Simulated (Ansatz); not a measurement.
Planning a run of Ansatz 0.2.0 on CuBiPbS3 (Aikinite). The input:

```yaml
crystal:
  lattice:
    - [11.638, 0.0, 0.0]
    - [0.0, 4.039, 0.0]
    - [0.0, 0.0, 11.319]
  atoms:
    - { symbol: Cu, position: [0.2338, 0.25, 0.2085] }
    - { symbol: Cu, position: [0.2662, 0.75, 0.7085] }
    - { symbol: Cu, position: [0.7338, 0.25, 0.2915] }
    - { symbol: Cu, position: [0.7662, 0.75, 0.7915] }
    - { symbol: Bi, position: [0.0189, 0.25, 0.6827] }
    - { symbol: Bi, position: [0.4811, 0.75, 0.1827] }
    - { symbol: Bi, position: [0.5189, 0.25, 0.8173] }
    - { symbol: Bi, position: [0.9811, 0.75, 0.3173] }
    - { symbol: Pb, position: [0.8329, 0.25, 0.0105] }
    - { symbol: Pb, position: [0.6671, 0.75, 0.5105] }
    - { symbol: Pb, position: [0.3329, 0.25, 0.4895] }
    - { symbol: Pb, position: [0.1671, 0.75, 0.9895] }
    - { symbol: S, position: [0.716, 0.25, 0.6986] }
    - { symbol: S, position: [0.784, 0.75, 0.1986] }
    - { symbol: S, position: [0.216, 0.25, 0.8014] }
    - { symbol: S, position: [0.284, 0.75, 0.3014] }
    - { symbol: S, position: [0.0467, 0.25, 0.14] }
    - { symbol: S, position: [0.4533, 0.75, 0.64] }
    - { symbol: S, position: [0.5467, 0.25, 0.36] }
    - { symbol: S, position: [0.9533, 0.75, 0.86] }
    - { symbol: S, position: [0.3775, 0.25, 0.0559] }
    - { symbol: S, position: [0.1225, 0.75, 0.5559] }
    - { symbol: S, position: [0.8775, 0.25, 0.4441] }
    - { symbol: S, position: [0.6225, 0.75, 0.9441] }
kpoints:
  mp_grid: { grid: [1, 2, 1] }
  band_path:
    path:
      - [0.0, 0.0, 0.0]
      - [0.5, 0.0, 0.0]
      - [0.5, 0.5, 0.0]
      - [0.0, 0.5, 0.0]
      - [0.0, 0.0, 0.5]
      - [0.5, 0.0, 0.5]
      - [0.5, 0.5, 0.5]
      - [0.0, 0.5, 0.5]
      - [0.0, 0.0, 0.4]
      - [0.0, 0.25, 0.0]
      - [0.0, 0.0, 0.35]
    npoints: 1
hamiltonian:
  xc: hse06
scf:
  occupations: { method: fixed }
  n_extra_bands: 12
output:
  eigenvalues: true
```

```sh
ansatz run input.yaml --threads 3 --pin off --max-ram 92160MiB --backend cuda --events-out ev --progress --plain --runs-dir out --devices 1 --max-vram 13GiB
```

Q: Estimate wall time and host memory on 1 × NVIDIA H100 80GB HBM3 (shared by 6 runs) with 3 threads of AMD EPYC 7R13 (Zen 3), shared host.

It took 72 s; on shared hardware allow 36 s to 2.4 min. Peak host memory was 1.8 GiB. The sizes that set the cost: 10407 plane waves a state, 2 irreducible k points and 21 SCF cycles.

Exact exchange couples every pair of k points and filled bands, so it costs far more than a semilocal run.

[Paths, hosts, dates, memory and timing lines, banners, echoed tables and standing remarks are left out of the program output.]

[Logs are printed without paths, hosts, clocks, repeated set-up lines and the standing remarks that a program may print on its own settings, such as how far it seeks lower states.]

[Runs of the session that timed out or met a known fault of the program may be left out.]

[Cells called generated may have been cut or substituted from an entry of the Crystallography Open Database or the Materials Project.]

[Hosts, paths, dates, database ids (printed as entryN), source tags and the programs' standing remarks are cut or masked in the printed files.]
